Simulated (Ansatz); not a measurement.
**Formation energy and levels of the substitutional impurity Te_Cl in K3BrCl2 (P-3m1)**

Wanted: the transition levels of a substitutional impurity in K3BrCl2 (P-3m1), from a cell of 54 host atoms with 1 Cl taken out and 1 Te put in.

Main program and level: Ansatz 0.2.0; place-levels on PBEsol runs: charge-transition levels and formation energies with image-charge correction and potential alignment at the atomic sites.

## (1) The structure

The cell holds 54 atoms: 27 K, 9 Br, 17 Cl and 1 Te. Cell: a = 13.448 Å, b = 13.448 Å, c = 11.001 Å, α = 90.0°, β = 90.0°, γ = 120.0°. It derives from K3BrCl2 (space group P-3m1). Nearest the centre at fractional (0.556, 0.444, 0.339): Te30 at 0.00 Å, K20 at 3.14 Å, K44 at 3.14 Å, K26 at 3.14 Å, K43 at 3.14 Å, K25 at 3.14 Å, K49 at 3.14 Å, Cl23 at 4.39 Å.

As a file:

```xyz
54
Lattice="13.4481 0.0000 0.0000 -6.7240 11.6464 0.0000 0.0000 0.0000 11.0008" Properties=species:S:1:pos:R:3 pbc="T T T"
K     0.0000    0.0000    5.5004
K     0.0000    2.5881    1.9516
K     2.2413    1.2940    9.0493
Br    0.0000    0.0000    0.0000
Cl    0.0000    2.5881    7.2760
Cl    2.2413    1.2940    3.7249
K    -2.2413    3.8821    5.5004
K    -2.2413    6.4702    1.9516
K     0.0000    5.1762    9.0493
Br   -2.2413    3.8821    0.0000
Cl   -2.2413    6.4702    7.2760
Cl    0.0000    5.1762    3.7249
K    -4.4827    7.7643    5.5004
K    -4.4827   10.3524    1.9516
K    -2.2413    9.0583    9.0493
Br   -4.4827    7.7643    0.0000
Cl   -4.4827   10.3524    7.2760
Cl   -2.2413    9.0583    3.7249
K     4.4827    0.0000    5.5004
K     4.4827    2.5881    1.9516
K     6.7240    1.2940    9.0493
Br    4.4827    0.0000    0.0000
Cl    4.4827    2.5881    7.2760
Cl    6.7240    1.2940    3.7249
K     2.2413    3.8821    5.5004
K     2.2413    6.4702    1.9516
K     4.4827    5.1762    9.0493
Br    2.2413    3.8821    0.0000
Cl    2.2413    6.4702    7.2760
Te    4.4827    5.1762    3.7249
K     0.0000    7.7643    5.5004
K     0.0000   10.3524    1.9516
K     2.2413    9.0583    9.0493
Br    0.0000    7.7643    0.0000
Cl    0.0000   10.3524    7.2760
Cl    2.2413    9.0583    3.7249
K     8.9654    0.0000    5.5004
K     8.9654    2.5881    1.9516
K    11.2067    1.2940    9.0493
Br    8.9654    0.0000    0.0000
Cl    8.9654    2.5881    7.2760
Cl   11.2067    1.2940    3.7249
K     6.7240    3.8821    5.5004
K     6.7240    6.4702    1.9516
K     8.9654    5.1762    9.0493
Br    6.7240    3.8821    0.0000
Cl    6.7240    6.4702    7.2760
Cl    8.9654    5.1762    3.7249
K     4.4827    7.7643    5.5004
K     4.4827   10.3524    1.9516
K     6.7240    9.0583    9.0493
Br    4.4827    7.7643    0.0000
Cl    4.4827   10.3524    7.2760
Cl    6.7240    9.0583    3.7249
```

Known beforehand: the electronic dielectric constant, 2.47, and the static one, 5.30, computed on the host (DFPT, PBEsol).

The cell's shortest repeat is 11.0 Å.

## (2) The runs of each charge state

Levels follow from differences of total energies between charge states, each relaxed by itself.

Random displacements of about 0.05 Å break the site symmetry at the start, so that the relaxation can reach a distorted minimum if there is one. Forces are taken at one point at (¼, ¼, ¼). The cell holds 1 electron more than the neutral one, with a uniform background that keeps it neutral on the whole.

The sampling was tested on the host first: at the k-points planned (1x1x1 shifted 0.25 0.25 0.25) its energy lies 0.000 eV an atom from the dense-mesh value, under the bound of 0.02 eV set for this test; that bounds the host's error, not the defect's.

One state's input; the others differ in charge, spin, start and seed, and in occupations where the table says so.

qm1.relax/input.yaml reads:

```yaml
crystal:
  lattice:
    - [4.48269932, 3.0e-08, 0.0]
    - [-2.24134968, 3.88213147, 0.0]
    - [0.0, 0.0, 11.00083486]
  atoms:
    - { symbol: K, position: [0.0, 0.0, 0.5] }
    - { symbol: K, position: [0.33333333, 0.66666667, 0.17740122] }
    - { symbol: K, position: [0.66666667, 0.33333333, 0.82259878] }
    - { symbol: Br, position: [0.0, 0.0, 0.0] }
    - { symbol: Cl, position: [0.33333333, 0.66666667, 0.6614024] }
    - { symbol: Cl, position: [0.66666667, 0.33333333, 0.3385976] }
  supercell: [3, 3, 1]
  defects: [{ substitution: { at: 29, symbol: Te } }]
total_charge: -1
basis:
  ecutwfc: 420
  xc_grid: 2
hamiltonian:
  xc: pbesol
kpoints:
  mp_grid: { grid: [1, 1, 1], shift: [0.25, 0.25, 0.25] }
scf:
  occupations: { method: fixed }
  max_iter: 60
output:
  forces: true
  charged_corrections: { epsilon: 2.47, static_epsilon: 5.3 }
relax:
  f_tol: 0.02
  max_steps: 80
  random_displacement: { amplitude: 0.05, seed: 1192 }
checkpoint:
  write: "../qm1.relax.run"
  compress: false
  write_wavefunctions: true
  write_every: 100000
```

Run with:

```
> ansatz run input.yaml --threads 4 --pin off --max-ram 7536MiB --backend cpu --events-out ev --progress --plain --runs-dir out
```

Defect states can disperse in a cell of this size, so the energy is taken again at a 2×2×2 shifted mesh, on the relaxed structure.

The run of this state that the levels use, under PBEsol:

qm1.point/input.yaml reads:

```yaml
crystal:
  checkpoint: "../qm1.relax.run"
  host: checkpoint
total_charge: -1
basis:
  ecutwfc: 420
  xc_grid: 2
hamiltonian:
  xc: pbesol
kpoints:
  mp_grid: { grid: [2, 2, 2], shift: [0.5, 0.5, 0.5] }
scf:
  occupations: { method: fermi_dirac, width: 0.01 }
  max_iter: 60
output:
  forces: true
  eigenvalues: true
  charged_corrections:
    epsilon: 2.47
    static_epsilon: 5.3
    defect_position: [0.555556, 0.444444, 0.338598]
  eigenstates: { localisation: true }
  populations: true
  band_densities: [{ bands: [v1, v1] }, { bands: [c1, c1] }]
  write_density: true
  write_potential: true
  volumetric_format: npy
  elf: true
checkpoint:
  read: "../qm1.relax.run"
  write: "../qm1.point.run"
  compress: false
  write_wavefunctions: false
  write_every: 100000
```

Relaxations under PBEsol at one point at (¼, ¼, ¼); times on 4 threads of Arm Neoverse V1, shared host:

```csv
charge,moment (μB),occupations,outcome,steps,largest displacement against the far atoms (Å),time
−1,0,fixed,converged,4,0.14,85 s
0,1,fixed,converged,4,0.23,4.3 min
```

Single points under PBEsol at a 2×2×2 shifted mesh; times on 4 threads of Arm Neoverse V1, shared host:

```csv
charge,moment (μB),occupations,outcome,time
−1,0,fermi-dirac,converged,2.8 min
0,1,fermi-dirac,converged,6.9 min
```

Distances (Å) from Te30 to the nearest atoms after relaxation with PBEsol:

```csv
charge,moment (μB),1.,2.,3.,4.,5.,6.
−1,0,K 3.23,K 3.23,K 3.23,K 3.24,K 3.24,K 3.24
0,1,K 3.34,K 3.34,K 3.34,K 3.35,K 3.35,K 3.35
```

## (3) place-levels, PBEsol

A charged cell interacts with its images and the background, and its potential has another zero than the host's. place-levels removes the first by a point-charge model, screened by the static dielectric constant since the ions have relaxed around the charge, and the second by comparing potentials at atoms far from the defect.

The host is a run of the defect-free crystal in the same cutoffs, grids and k-points, so that basis and sampling errors cancel in part in the differences. The host is run in a cell of 6 atoms on a matching mesh. Its band edges are searched through the zone by a band path, so the gap is smaller than, or equal to, that on the mesh. Chemical potentials are energies per atom of Cl (Cl2 molecule) and Te (trigonal tellurium), run with the same functional and cutoff.

levels.point.yaml reads:

```yaml
host:
  run: host.point.run
states: [qm1.point.run, q0_M1.point.run]
geometry_from:
  qm1.point.run: qm1.relax.run
  q0_M1.point.run: q0_M1.relax.run
  host.point.run: host.relax.run
chemical_potentials:
  Cl:
    energy: -1060.711994
    dataset: "<sha256 of the dataset>"
  Te:
    energy: -6901.512744
    dataset: <sha256 of the dataset>
epsilon: 2.47
static_epsilon: 5.3
vertical:
  - { from: qm1.point.run, to: qm1.point_neutral.run }
```

Run with:

```
> ansatz place-levels levels.point.yaml -- --threads 4 --pin off --max-ram 7536MiB
```

Numbers of over 12 decimals in the logs are rounded to 6 here.

What it wrote:

```text
[... repeated set-up lines and file paths are left out, and long positions are rounded to six places ...]
(0/-1) 2.209 eV above the valence edge, 2.332 eV under the conduction edge
formation energy of charge 0: +3.889 eV with the Fermi level at the valence edge
formation energy of charge -1: +6.098 eV with the Fermi level at the valence edge
vertical -1 to 0: no energy, since no alignment is typed
  the change from vertical[0].from (qm1.point.run) to vertical[0].to (qm1.point_neutral.run): by its potential at epsilon 2.47 it stands at 0.556 0.444 0.344, with an rms radius of about 1.8 Å (0.7 0.7 1.5 Å across the planes of the cell's vectors); [...]
  edges by pbesol, gap 4.541 eV; the host is sampled to repeats of 26.90 Å
  the defect's cells are sampled to repeats of 26.90 Å, like sampling
  charge 0: +0.000 eV for its dipole among its images, +0.000 omitted
  charge -1: -90590.4388 eV with its correction of +0.207 eV, at epsilon 5.3, aligned at sites: +0.1156 eV, mean over 28 atomic sites at or beyond 5.50 Å from the defect at [0.5556, 0.4444, 0.3386], with +0.000000 for the charge's moments and without [...]
  of states[1] (q0_M1.point.run): its alignment with the host at atomic sites is doubtful: the mean over the far sites moves by -0.0726 eV from their farther parts to their nearer, more than 0.05 eV. [...]
  of states[0] (qm1.point.run): its displacements don't fall off away from the defect: farther atoms stand 0.033 Å off the host's places. [...]
  of vertical[0].from (qm1.point.run): its displacements don't fall off away from the defect: farther atoms stand 0.033 Å off the host's places. [...]
  of vertical[0].to (qm1.point_neutral.run): its displacements don't fall off away from the defect: farther atoms stand 0.033 Å off the host's places. [...]
```

Run time: 0.23 s. Hardware: 4 threads of Arm Neoverse V1, shared host.

Levels between the charges placed, in eV above the valence top:

```csv
,gap (eV),(0/−1)
PBEsol,4.54,2.21
```

Corrections by state:

```csv
charge,moment (μB),image terms and alignment (eV),band filling (eV),ε used,"over the lowest of its charge, as the program ranks them, band filling apart (eV)"
0,1.0,0.000,-,-,0.000
−1,0.0,0.207,-,5.30,0.000
```

The charged structures listed were also run neutral, and place-levels reads from each pair, by the potential or the spins, how wide the charge is by which they differ; that can be the carrier of either run.

```csv
charge,rms radius (Å),spread where it is widest against the cell (Å),wide from (Å),reading
−1,1.8,1.51,1.91,narrow
```

The neutral runs of these pairs need not share the spin of the lowest neutral state, and very wide values only mean spread over the cell.

From the program's caveats on the states, each cut to its opening words:

- charge 0 (1 μB): its alignment with the host at atomic sites is doubtful: the mean over the far sites moves by -0.0726 eV from their farther parts to their nearer, more than [...]
- charge 0 (1 μB): its displacements don't fall off away from the defect: farther atoms stand 0.035 Å off the host's places
- charge −1: its displacements don't fall off away from the defect: farther atoms stand 0.033 Å off the host's places

Chemical potentials of the elements' reference phases, run alike. Formation energy by charge state (elemental references; gap 4.54 eV):

```csv
charge,at valence top (eV),at conduction bottom (eV),correction included (eV)
0,3.89,3.89,0.00
−1,6.10,1.56,0.21
```

Fermi level (eV), lowest formation energy (eV) and a bar from the least value:
```
     0.00       3.89 ##############################
     0.41       3.89 ##############################
     0.82       3.89 ##############################
     1.24       3.89 ##############################
     1.65       3.89 ##############################
     2.06       3.89 ##############################
     2.48       3.62 ###########################
     2.89       3.21 #####################
     3.30       2.79 ################
     3.72       2.38 ###########
     4.13       1.97 #####
     4.54       1.56
```

## (4) The same at the relaxations' own k-points

The relaxations' own energies give the levels at their sampling, for comparison.

levels.relax_mesh.yaml reads:

```yaml
host:
  run: host.relax.run
states: [qm1.relax.run, q0_M1.relax.run]
chemical_potentials:
  Cl:
    energy: -1060.711994
    dataset: "<sha256 of the dataset>"
  Te:
    energy: -6901.512744
    dataset: <sha256 of the dataset>
```

Run with:

```
> ansatz place-levels levels.relax_mesh.yaml -- --threads 4 --pin off --max-ram 7536MiB
```

What it wrote:

```text
(0/-1) 2.213 eV above the valence edge, 2.329 eV under the conduction edge
formation energy of charge 0: +3.885 eV with the Fermi level at the valence edge
formation energy of charge -1: +6.098 eV with the Fermi level at the valence edge
  edges by pbesol, gap 4.542 eV; the host is sampled to repeats of 17.37 Å
[... the lines on each state left out ...]
```

Run time: 0.09 s. Hardware: 4 threads.

Levels between neighbouring charges, in eV above the valence top:

```csv
,gap (eV),(0/−1)
"one point at (¼, ¼, ¼)",4.54,2.21
a 2×2×2 shifted mesh,4.54,2.21
```

Going from one point at (¼, ¼, ¼) to a 2×2×2 shifted mesh moves the levels that carry no band-filling term by up to 0.00 eV and formation energies against the elements by up to 0.00 eV.

## (5) Results

```
gap of the host                                                             : 4.54 eV (PBEsol)
level (0/minus 1)                                                           : 2.21 eV above the valence top
lowest of the charges placed, just above the valence top (0.02 eV)          : 0
lowest of the charges placed, just below the conduction bottom (0.02 eV)    : −1
lowest formation energy at mid-gap of the charges run, elemental references : 3.83 eV
```

What this shows: Of the charges placed (−1 and 0), the lowest changes at 2.21 eV (0/−1) above the valence top, in a gap of 4.54 eV. Charges above 0 and below −1 were not placed, so these runs say nothing of levels that involve them. States placed: 0 at 1 μB; −1 at 0 μB. Other spin states or structures, where not listed, weren't placed. Te is taken at its element; compounds, which aren't counted here, bound the chemical potentials and would shift these formation energies. Going from one point at (¼, ¼, ¼) to a 2×2×2 shifted mesh moves the levels that carry no band-filling term by up to 0.00 eV and formation energies against the elements by up to 0.00 eV. The program doubts the alignment of potentials for at least one state, a sign that the cell is small. What this leaves open: PBEsol makes the gap too small and tends to spread out bound carriers; where a gas molecule sets a chemical potential or the host's formation energy, its binding is uncorrected; spin–orbit coupling, which can matter with heavy atoms, is left out.

[Logs are printed without paths, hosts, clocks, repeated set-up lines and the standing remarks that a program may print on its own settings, such as how far it seeks lower states.]

[Hosts, paths, dates, database ids (printed as entryN), source tags and the programs' standing remarks are cut or masked in the printed files.]

[Where a table of states has a column of steps, it counts the stored structures, which are thinned; the runs took as many ionic steps or more.]

[A defect's name tells the site on which it was built; relaxed atoms can leave that site.]

[For some hosts the program warned that the k-mesh of the response run may be too coarse for force constants and the static dielectric constant; such warnings are not shown here.]
